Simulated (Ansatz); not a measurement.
# ZrC2: relaxing a made-up structure, part 2 of 2

Starting from a made-up structure for ZrC2, the aim is the relaxed cell, its shortest contacts and, where a second run follows, its electronic structure.

Ansatz 0.2.0; DFT, PBE, plane-wave PAW, files of the set soft_1, scalar-relativistic, no spin, cell and ions relaxed at zero pressure; PAW set soft_1 (the session's first sound run).

So far: The starting structure; Relaxing cell and atoms. The relaxed cell has a = 3.215, c = 3.289 Å (conventional setting).

### 3. Bands of the relaxed cell

A second self-consistent run takes a narrower smearing and the mesh shown in its input; the bands follow along the standard path of the relaxed lattice.

This step: DFT, PBE, plane-wave PAW, files of the set soft_1, scalar-relativistic, no spin, bands and density of states at the relaxed cell; PAW set soft_1 (Ansatz 0.2.0).

input.yaml

```yaml
crystal:
  lattice:
    - [3.2150379477, 0.0, 0.0]
    - [-1.6075189738, 2.7843045368, 0.0]
    - [0.0, 0.0, 3.2885042658]
  atoms:
    - { symbol: Zr, position: [0.0, 0.0, 0.0] }
    - { symbol: C, position: [0.6666666667, 0.3333333333, 0.5] }
    - { symbol: C, position: [0.3333333333, 0.6666666667, 0.5] }
kpoints:
  mp_grid: { grid: [12, 12, 10] }
  band_path:
    path:
      - [[0.0, 0.0, 0.0], [0.5, 0.0, 0.0], [0.33333333, 0.33333333, 0.0], [0.0, 0.0, 0.0], [0.0, 0.0, 0.5], [0.5, 0.0, 0.5], [0.33333333, 0.33333333, 0.5], [0.0, 0.0, 0.5]]
      - [[0.5, 0.0, 0.5], [0.5, 0.0, 0.0]]
      - [[0.33333333, 0.33333333, 0.0], [0.33333333, 0.33333333, 0.5]]
    npoints: 8
scf:
  occupations: { method: fermi_dirac, width: 0.03 }
  n_extra_bands: 7
hamiltonian:
  xc: pbe
  pseudopotentials: { kind: paw, azcp: { folder: soft_1 } }
output:
  forces: true
  stress: true
  write_bands: true
  dos: { projected: true }
  write_density: true
  write_potential: true
  elf: true
  volumetric_format: npy
```

Started as:

```sh
$ ansatz run input.yaml --threads 4 --pin off --max-ram 8192MiB --backend cpu --events-out ev --progress --plain --runs-dir out
```

Numbers of over 12 decimals in the logs are rounded to 6 here.

Log:

```text
[...]
Crystal: 3 atoms, lattice volume = 29.438 Å³
Basis set: ecut = 420 eV, 563 PW (Γ), exchange–correlation on 48×48×48 points (8 copies of the dense FFT grid, shifted against one another)
Bands: 17, of which v1, the nominal top of the filled ones, is band 10 counted from 1 (9 counted from 0)
Symmetry: 24 space group operations
[...]
k-points: 114 of 1440
[...]
SCF iter   1: F=—  HF=-4683.499091 eV  |F-HF|=—  |Δ(HF+E_count)|=         —  Δρ=3.70e-2  dr2=2.23e-1  ethr=3.10e-3  ⟨swp⟩=5.6  Hψ=8774  notcnv=0
[...]
SCF iter   6: F=-4683.488135 eV  HF=-4683.488135 eV  |F-HF|=1.64e-9  |Δ(HF+E_count)|=   9.14e-9  Δρ=6.86e-6  dr2=5.25e-9  ethr=5.00e-10  ⟨swp⟩=11.5  Hψ=12392  notcnv=0
SCF 1 converged in 6 iterations: F = -4683.488135 eV  dr2 = 5.25e-9
[...]
NSCF: frozen V_eff on 75 k-points
SCF converged after 6 iterations
Free energy (F): -4683.488135 eV
[...]
Internal energy: -4683.484977 eV  (E = F + TS)
E sigma→0 (E₀):  -4683.486556 eV
Entropy (-TS):   -0.003158 eV (-1.053 meV/atom)
Fermi energy:    17.463435 eV
[...]
--- Stress (GPa, compression-positive) ---
       -0.196403       0.000000       0.000000
        0.000000      -0.196403       0.000000
        0.000000       0.000000      -0.068664
  P = ⅓ Tr σ = -0.1538 GPa (-1.538 kbar)
--- Band table (eV; the first three rows and the last of 114) ---
  k-point 0: bands = [... 6 lower, 11.6802, 13.1766, 14.3001, 14.4700, 19.3278, 19.3278, 20.3171, 20.3171, ... 3 higher]
  k-point 1: bands = [... 6 lower, 11.7635, 12.3613, 14.5327, 15.0965, 18.2943, 18.2943, 20.1577, 20.1577, ... 3 higher]
  k-point 2: bands = [... 6 lower, 12.0007, 12.0007, 14.7117, 16.3308, 17.1381, 17.1381, 19.3852, 19.3852, ... 3 higher]
  k-point 113: bands = [... 6 lower, 10.2716, 12.7524, 12.7524, 19.6379, 19.6379, 21.4522, 22.7067, 22.7067, ... 3 higher]
```

The job ended after 1.4 s (4 threads of Arm Neoverse V1, shared host; peak memory 0.32 GiB).

Numbers from this step:

```
free energy             : -4683.4881 eV
energy at zero smearing : -4683.4866 eV
smearing term TS        : 0.003158 eV
Fermi energy            : 17.46 eV
pressure                : -0.1538 GPa
```

bands.tsv at the labelled points (eV, zero at the Fermi level; the bands that come nearest the Fermi level along the path):

```tsv
point	band 7	band 8	band 9	band 10	band 11	band 12	band 13	band 14
Γ	-5.78	-4.29	-3.16	-2.99	1.86	1.86	2.85	2.85
M	-6.18	-5.31	-4.35	-0.61	1.90	2.64	3.08	3.56
K	-9.02	-3.96	-3.96	0.02	0.02	1.27	5.62	5.62
Γ	-5.78	-4.29	-3.16	-2.99	1.86	1.86	2.85	2.85
A	-4.63	-4.63	-2.11	-1.92	-1.92	-0.04	-0.04	0.98
L	-7.51	-5.79	-4.26	-0.46	3.92	4.22	5.02	5.24
H	-7.19	-4.71	-4.71	2.17	2.17	3.99	5.24	5.24
A	-4.63	-4.63	-2.11	-1.92	-1.92	-0.04	-0.04	0.98
L	-7.51	-5.79	-4.26	-0.46	3.92	4.22	5.02	5.24
M	-6.18	-5.31	-4.35	-0.61	1.90	2.64	3.08	3.56
K	-9.02	-3.96	-3.96	0.02	0.02	1.27	5.62	5.62
H	-7.19	-4.71	-4.71	2.17	2.17	3.99	5.24	5.24
```

States per cell as run, both spins, in windows of 1 eV, from dos.tsv (zero at the Fermi level):

```csv
from,to,total
-8,-7,1.17
-7,-6,1.02
-6,-5,1.38
-5,-4,1.19
-4,-3,0.74
-3,-2,0.59
-2,-1,0.77
-1,0,1.22
0,1,1.11
1,2,1.13
2,3,1.85
```

Below -8 eV lie 11.9 more states.

ELF in the ab plane at fractional z = 0.500, with atoms of C within 0.2 Å of it. It is the smooth field of the valence electrons, not physical close to the nuclei.

Ten even steps from '_' (0.05) to '@' (0.69):
```
::::::--++**%%@@@@@@%%**++--::::::
::::--++##@@@@@@@@@@@@##++--::::::
::--++%%@@@@%%##%%@@@@%%++--::::::
--++##@@@@**----**@@@@##++--------
++**@@@@**..__..**@@@@**++++++++++
**%%@@%%--____--%%@@%%****##%%##**
##@@@@##--..--##@@@@##%%@@@@@@@@%%
%%@@@@%%****%%@@@@%%@@@@@@@@@@@@@@
%%@@@@@@@@@@@@@@%%@@@@%%****%%@@@@
##%%@@@@@@@@%%##@@@@##--..--##@@@@
****##%%##****%%@@%%--____--%%@@%%
++++++++++++**@@@@**..__..**@@@@**
----------++##@@@@**----**@@@@##++
::::::::--++%%@@@@%%##%%@@@@%%++--
::::::::--++##@@@@@@@@@@@@##++--::
::::::::--++**%%@@@@@@%%**++--::::
::::::::--++**##%%%%##**++--::::::
```
Columns run along a (3.2 Å), rows up along b (3.2 Å). Atoms in or near the plane, at fractional coordinates: C at (0.67, 0.33), C at (0.33, 0.67).

Valence density in the ab plane at fractional z = 0.500, with atoms of C within 0.2 Å of it. It is the smooth field of the valence electrons, not physical close to the nuclei.

Values in e/Å³, 14 rows by 14 columns, each cell a mean:
```
0.2 0.2 0.3 0.3 0.5 0.7 0.9 0.8 0.7 0.5 0.3 0.2 0.2 0.2
0.2 0.3 0.3 0.5 0.8 1.1 1.2 1.1 0.8 0.5 0.3 0.2 0.2 0.2
0.3 0.4 0.5 0.9 1.2 1.5 1.4 1.2 0.8 0.5 0.3 0.3 0.2 0.2
0.4 0.5 0.8 1.2 1.5 1.5 1.5 1.2 0.8 0.5 0.4 0.3 0.3 0.3
0.5 0.7 1.1 1.5 1.5 1.5 1.4 1.1 0.7 0.5 0.5 0.5 0.5 0.5
0.7 0.9 1.2 1.5 1.5 1.5 1.2 0.9 0.7 0.7 0.8 0.8 0.8 0.7
0.7 0.9 1.1 1.3 1.3 1.1 0.9 0.8 0.9 1.1 1.2 1.2 1.1 0.8
0.7 0.7 0.8 0.9 0.9 0.7 0.7 0.9 1.2 1.4 1.5 1.4 1.2 0.9
0.5 0.5 0.6 0.6 0.5 0.6 0.7 1.1 1.5 1.5 1.5 1.5 1.1 0.7
0.4 0.3 0.3 0.4 0.4 0.5 0.9 1.3 1.5 1.5 1.5 1.2 0.8 0.5
0.3 0.3 0.3 0.3 0.4 0.6 0.9 1.3 1.5 1.5 1.2 0.9 0.5 0.3
0.2 0.2 0.2 0.3 0.3 0.6 0.8 1.1 1.2 1.1 0.8 0.5 0.3 0.3
0.2 0.2 0.2 0.3 0.3 0.5 0.7 0.9 0.9 0.7 0.5 0.4 0.3 0.2
0.2 0.2 0.2 0.3 0.4 0.5 0.7 0.7 0.7 0.5 0.4 0.3 0.2 0.2
```
Columns run along a (3.2 Å), rows up along b (3.2 Å). Atoms in or near the plane, at fractional coordinates: C at (0.67, 0.33), C at (0.33, 0.67).

Electrostatic potential energy in the ab plane at fractional z = 0.500, with atoms of C within 0.2 Å of it. With pseudopotentials it is smooth inside the atoms' cores, unlike the true potential.

Ten even steps from '_' (-47 eV) to '@' (17 eV):
```
@@@@@@@@@@@@@@%%%%%%@@@@@@@@@@@@@@
@@@@@@@@@@%%##****##%%@@@@@@@@@@@@
@@@@@@@@%%++------++%%@@@@@@@@@@@@
@@@@@@%%++::____::++%%@@@@@@@@@@@@
@@@@%%++::______::++%%@@@@@@@@@@@@
@@@@##--________--##@@@@@@@@@@@@@@
@@%%**--______--**%%@@@@%%%%%%%%@@
@@%%**--::::--**%%@@%%##++++++##%%
@@%%##++++++##%%@@%%**--::::--**%%
@@@@%%%%%%%%@@@@%%**--______--**%%
@@@@@@@@@@@@@@@@##--________--##@@
@@@@@@@@@@@@@@%%++::______::++%%@@
@@@@@@@@@@@@@@%%++::____::++%%@@@@
@@@@@@@@@@@@@@%%++------++%%@@@@@@
@@@@@@@@@@@@@@%%##****##%%@@@@@@@@
@@@@@@@@@@@@@@@@%%%%%%@@@@@@@@@@@@
@@@@@@@@@@@@@@@@@@@@@@@@@@@@@@@@@@
```
Columns run along a (3.2 Å; values clipped at the 3rd and 97th percentile), rows up along b (3.2 Å). Atoms in or near the plane, at fractional coordinates: C at (0.67, 0.33), C at (0.33, 0.67).

### 4. Results

| Property | Result |
| --- | --- |
| space group, relaxed | P6/mmm |
| conventional cell | a = 3.215, b = 3.215, c = 3.289 Å; α = 90.0°, β = 90.0°, γ = 120.0° |
| volume per atom | 9.81 Å³ (guess 9.79) |

ZrC2 relaxes to P6/mmm with a = 3.215, b = 3.215 and c = 3.289 Å. The guessed volume was near the relaxed one. The space group P6/mmm was held in the relaxation, so the end point is a stationary structure within it and may be a saddle against distortions or other arrangements. Bands cross the Fermi level, so it is a metal or semimetal at this level. On the 12×12×10 mesh with the narrower smearing (relaxed on 10×10×8) the forces vanish, as symmetry may demand, and the largest stress component is 0.196 GPa, against the relaxation's thresholds of 0.015 eV/Å and 0.05 GPa. The cutoff wasn't tested. No dispersion term is used, so weakly bound directions may come out too long. Nothing here tests whether the compound is stable against decomposition.

[Logs are printed without paths, hosts, clocks, repeated set-up lines and the standing remarks that a program may print on its own settings, such as how far it seeks lower states.]

[Hosts, paths, dates, database ids (printed as entryN), source tags and the programs' standing remarks are cut or masked in the printed files.]
